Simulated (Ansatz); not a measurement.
# A convergence test on Te (P3_121): k mesh of the density

Wanted: the cheapest k mesh of the density that holds the PBE gap of Te (P3_121).

Calculated with Ansatz 0.2.0; DFT, PBE, plane waves, PAW; PAW set soft_1.

This is a report of a sequence of runs, with most program output left out.

## Step 1: Starting point

Symmetry: P3_121, No. 152, trigonal system. Conventional cell: a = 4.457 Å, b = 4.457 Å, c = 5.929 Å, α = 90.00°, β = 90.00°, γ = 120.00°. Nearest to Te lie 2 Te at 2.84 Å.

Structure file:

```cif
data_structure
_symmetry_space_group_name_H-M 'P 1'
_symmetry_Int_Tables_number 1
_cell_length_a 4.4572
_cell_length_b 4.4572
_cell_length_c 5.9290
_cell_angle_alpha 90.000
_cell_angle_beta 90.000
_cell_angle_gamma 120.000
_cell_volume 102.01
loop_
_atom_site_label
_atom_site_type_symbol
_atom_site_fract_x
_atom_site_fract_y
_atom_site_fract_z
_atom_site_occupancy
Te1 Te 0.26330 0.00000 0.33333 1
Te2 Te 0.00000 0.26330 0.66667 1
Te3 Te 0.73670 0.73670 0.00000 1
```

The cell and positions come from the Crystallography Open Database and are kept as given unless a step says otherwise. Spin-orbit coupling is left out unless a step names it.

## Step 2: k mesh of the density: 3×3×2

Input file input.yaml:

```yaml
crystal:
  lattice:
    - [4.4572, 0.0, 0.0]
    - [-2.2286, 3.8600484297, 0.0]
    - [0.0, 0.0, 5.929]
  atoms:
    - { symbol: Te, position: [0.2633, 0.0, 0.3333333333] }
    - { symbol: Te, position: [0.0, 0.2633, 0.6666666667] }
    - { symbol: Te, position: [0.7367, 0.7367, 0.0] }
kpoints:
  mp_grid: { grid: [3, 3, 2] }
  band_path:
    path:
      - [0.0, 0.0, 0.0]
      - [0.5, 0.0, 0.0]
      - [0.33333333, 0.33333333, 0.0]
      - [0.0, 0.0, 0.5]
      - [0.5, 0.0, 0.5]
      - [0.33333333, 0.33333333, 0.5]
      - [0.33333333, 0.33333333, 0.45]
    npoints: 1
hamiltonian:
  xc: pbe
  pseudopotentials: { kind: paw, azcp: { folder: soft_1 } }
scf:
  occupations: { method: fixed }
  n_extra_bands: 5
output:
  eigenvalues: true
  forces: true
  stress: true
```

On the command line:

```
$ ansatz run input.yaml --threads 3 --pin off --max-ram 92160MiB --backend cuda --events-out ev --progress --plain --runs-dir out --devices 1 --max-vram 13GiB
```

It took 5.3 s on 1 × NVIDIA H100 80GB HBM3 (shared by 6 runs) with 3 threads of AMD EPYC 7R13 (Zen 3), shared host; peak memory 0.93 GiB.

This step gave:

| Item | Value |
| --- | --- |
| pressure | 2.388 GPa |
| gap | 0.1570 eV |
| valence top at | k = (0.333, 0.333, 0.450) |
| conduction bottom at | H |
| least direct gap | 0.1727 eV |

The gap is indirect, with the least direct gap 0.016 eV higher.

## Step 3: k mesh of the density: 6×6×2

input.yaml, as its differences from that of step 2:

```diff
@@ -10,3 +10,3 @@
 kpoints:
-  mp_grid: { grid: [3, 3, 2] }
+  mp_grid: { grid: [6, 6, 2] }
   band_path:
```

It took 8.9 s on 1 × NVIDIA H100 80GB HBM3 (shared by 6 runs) with 3 threads; peak memory 0.9 GiB; 3.5 s of CPU time.

This step gave:

| Property | Result |
| --- | --- |
| pressure | 2.006 GPa |
| gap | 0.1667 eV |
| valence top at | k = (0.333, 0.333, 0.450) |
| conduction bottom at | H |
| least direct gap | 0.1839 eV |

The gap is 0.167 eV, +0.010 eV from the run before at this level.

## Step 4: k mesh of the density: 6×6×4 (the default)

input.yaml, the sections that differ from step 3:

```yaml
kpoints:
  mp_grid: { grid: [6, 6, 4] }
  band_path:
    path:
      - [[0.0, 0.0, 0.0], [0.5, 0.0, 0.0], [0.33333333, 0.33333333, 0.0], [0.0, 0.0, 0.0], [0.0, 0.0, 0.5], [0.5, 0.0, 0.5], [0.33333333, 0.33333333, 0.5], [0.0, 0.0, 0.5]]
      - [[0.5, 0.0, 0.5], [0.5, 0.0, 0.0]]
      - [[0.33333333, 0.33333333, 0.5], [0.33333333, 0.33333333, 0.0]]
    npoints: 10
scf:
  occupations: { method: fermi_dirac, width: 0.02 }
  n_extra_bands: 5
output:
  eigenvalues: true
  forces: true
  stress: true
  write_density: true
  write_potential: true
  elf: true
  volumetric_format: npy
# crystal, hamiltonian: as in step 3
```

Run time: 14 s. Hardware: 1 × NVIDIA H100 80GB HBM3 (shared by 6 runs) with 3 threads; peak memory 0.91 GiB.

Numbers from this step:

```
pressure             : 2.019 GPa
gap                  : 0.1653 eV
valence top at       : k = (0.333, 0.333, 0.450)
conduction bottom at : H
least direct gap     : 0.1832 eV
```

The gap is 0.165 eV, −0.001 eV from the run before at this level.

## Step 5: k mesh of the density: 12×12×6

input.yaml, the sections that differ from step 4:

```yaml
kpoints:
  mp_grid: { grid: [12, 12, 6] }
  band_path:
    path:
      - [0.0, 0.0, 0.0]
      - [0.5, 0.0, 0.0]
      - [0.33333333, 0.33333333, 0.0]
      - [0.0, 0.0, 0.5]
      - [0.5, 0.0, 0.5]
      - [0.33333333, 0.33333333, 0.5]
      - [0.33333333, 0.33333333, 0.45]
    npoints: 1
scf:
  occupations: { method: fixed }
  n_extra_bands: 5
output:
  eigenvalues: true
  forces: true
  stress: true
# crystal, hamiltonian: as in step 4
```

The job ended after 15 s (1 × NVIDIA H100 80GB HBM3 (shared by 6 runs) with 3 threads; peak memory 0.95 GiB).

Numbers from this step:

```
pressure             : 1.998 GPa
gap                  : 0.1659 eV
valence top at       : k = (0.333, 0.333, 0.450)
conduction bottom at : H
least direct gap     : 0.1838 eV
```

The gap is 0.166 eV, +0.001 eV from the run before at this level.

## Step 6: The series

Differences are against the last row; a negative gap means that bands overlap, and a run with a band path holds that path's time. Times are wall times on 1 × NVIDIA H100 80GB HBM3 (shared by 6 runs) with 3 threads of AMD EPYC 7R13 (Zen 3), shared host, good to a factor of about two.

```
k mesh of the density  gap (eV)  direct gap (eV)  gap error (eV)  energy error (meV/atom)  irreducible k   time
                3×3×2     0.157            0.173          −0.009                    +55.1              6  5.3 s
                6×6×2     0.167            0.184          +0.001                     +2.1             14  8.9 s
                6×6×4     0.165            0.183          −0.001                     +1.6             24   14 s
              12×12×6     0.166            0.184          +0.000                     +0.0            100   15 s
```

## Step 7: What came out

| Property | Result |
| --- | --- |
| 3×3×2 | 0.157 eV |
| 6×6×2 | 0.167 eV |
| 6×6×4 | 0.165 eV |
| 12×12×6 | 0.166 eV |

The gap holds to 0.02 eV from 3×3×2 on, the cheapest setting tried. At 3×3×2 the gap is off by −0.009 eV and the energy by +55 meV/atom. The gap is read over the mesh and added points near the edges, so meshes differ mainly through the density and, for a hybrid, the exchange operator.

[Paths, hosts, dates, memory and timing lines, banners, echoed tables and standing remarks are left out of the program output.]

[Logs are printed without paths, hosts, clocks, repeated set-up lines and the standing remarks that a program may print on its own settings, such as how far it seeks lower states.]

[Runs of the session that timed out or met a known fault of the program may be left out.]

[Cells called generated may have been cut or substituted from an entry of the Crystallography Open Database or the Materials Project.]

[Hosts, paths, dates, database ids (printed as entryN), source tags and the programs' standing remarks are cut or masked in the printed files.]
